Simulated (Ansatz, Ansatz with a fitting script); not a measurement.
Planning a run of Ansatz 0.2.0 on SrTiO3 (Tausonite). The input:

```yaml
crystal:
  lattice:
    - [3.8524994759, 0.0, 0.0]
    - [0.0, 3.8524994759, 0.0]
    - [0.0, 0.0, 3.8524994759]
  atoms:
    - { symbol: Sr, position: [0.5, 0.5, 0.5] }
    - { symbol: Ti, position: [0.0, 0.0, 0.0] }
    - { symbol: O, position: [0.5, 0.0, 0.0] }
    - { symbol: O, position: [0.0, 0.5, 0.0] }
    - { symbol: O, position: [0.0, 0.0, 0.5] }
kpoints:
  mp_grid: { grid: [4, 4, 4] }
hamiltonian:
  xc: lda
  pseudopotentials: { kind: nc, xc_functional: pbe }
scf:
  occupations: { method: fixed }
  lower_state_search: "off"
  convergence: { dr2_threshold: 1.0e-09 }
output:
  rpa_energy:
    ecut_chi_ladder: [204, 238, 272, 306, 340]
    long_wavelength: optical_limit
    n_empty_bands: 287
basis:
  ecutwfc: 1240.0
  xc_grid: 3
```

```sh
ansatz run input.yaml --threads 4 --pin off --max-ram 18432MiB --backend cpu --events-out ev --progress --plain --runs-dir out
```

**Question.** Estimate wall time and host memory on 4 threads of Arm Neoverse V1, shared host.

It took 6 min; on shared hardware allow 3 min to 12 min. Peak host memory was 1.5 GiB.

[Paths, hosts, dates, memory and timing lines, banners, echoed tables and standing remarks are left out of the program output.]

[Logs are printed without paths, hosts, clocks, repeated set-up lines and the standing remarks that a program may print on its own settings, such as how far it seeks lower states.]

[Runs of the session that timed out or met a known fault of the program may be left out.]

[Hosts, paths, dates, database ids (printed as entryN), source tags and the programs' standing remarks are cut or masked in the printed files.]
